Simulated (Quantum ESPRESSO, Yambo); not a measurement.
An input for Quantum ESPRESSO 7.5 (Te2Mo (P6_3/mmc)):

```
&control
  calculation = 'scf'
  prefix = 'x'
  outdir = 'o'
  pseudo_dir = 'pseudo'
/
&system
  ibrav = 0
  nat = 6
  ntyp = 2
  ecutwfc = 88.0
  nbnd = 69
  force_symmorphic = .true.
/
&electrons
  conv_thr = 1e-10
  electron_maxstep = 80
  mixing_beta = 0.5
/
ATOMIC_SPECIES
  Te 127.6 Te.upf
  Mo 95.95 Mo.upf
CELL_PARAMETERS angstrom
  3.5182000000 -0.0000000000 0.0000000000
  -1.7591000000 3.0468505756 0.0000000000
  0.0000000000 0.0000000000 13.9736000000
ATOMIC_POSITIONS crystal
  Te 0.3333333333 0.6666666667 0.6210000000
  Te 0.6666666667 0.3333333333 0.1210000000
  Te 0.3333333333 0.6666666667 0.8790000000
  Te 0.6666666667 0.3333333333 0.3790000000
  Mo 0.3333333333 0.6666666667 0.2500000000
  Mo 0.6666666667 0.3333333333 0.7500000000
K_POINTS automatic
  6 6 2 0 0 0
```

```sh
OMP_NUM_THREADS=1 mpirun -n 8 pw.x -nk 8 -in pw.in > pw.out
```

Question: Estimate wall time and host memory on 8 MPI ranks of Arm Neoverse V2, shared host.

It took 58 s; on shared hardware allow 29 s to 1.9 min. Peak host memory was 1.7 GiB.

[Paths, hosts, dates, memory and timing lines, banners, echoed tables and standing remarks are left out of the program output.]

[Logs are printed without paths, hosts, clocks, repeated set-up lines and the standing remarks that a program may print on its own settings, such as how far it seeks lower states.]

[Runs of the session that timed out or met a known fault of the program may be left out.]

[Hosts, paths, dates, database ids (printed as entryN), source tags and the programs' standing remarks are cut or masked in the printed files.]
